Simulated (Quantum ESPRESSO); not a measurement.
# Gap and tunnelling decay at a withheld lattice constant: KMgI3, cubic perovskite type

Method. Quantum ESPRESSO 7.5 (pw.x, pwcond.x with ikind = 0), PBE, GBRV ultrasoft, cubic crystals. κ is the slowest decay along [001] at mid-gap among three points across the current.

```tsv
a (Å)	gap on the mesh (eV)	κ (1/Å)
5.410	1.393	0.185
5.755	1.263	0.157
5.928	1.118	0.143
6.101	0.955	0.129
```

To predict: What are gap and κ at a = 5.583 Å?

**Fit.** A line through the rows at 5.410 and 5.755 Å gives a gap of 1.393 + 0.501 × (1.263 − 1.393) = 1.33 eV and κ = 0.171 1/Å. The two-band model κ = 0.5123 √(m* E_g/4) needs m* = 0.374 at 5.410 Å; with that mass and the new gap, κ = 0.181 1/Å.

What the calculation gave: The gap is 1.365 eV and κ = 0.171 1/Å. The line misses the gap by −0.037 eV and κ by −0.0 %; the two-band estimate misses κ by +5.6 %.

**Limits.** The structure type is imposed. Local and semilocal gaps and decay constants are too small; no spin-orbit coupling. For an indirect gap m* is a fitting number alone.

[Logs are printed without paths, hosts, clocks, repeated set-up lines and the standing remarks that a program may print on its own settings, such as how far it seeks lower states.]
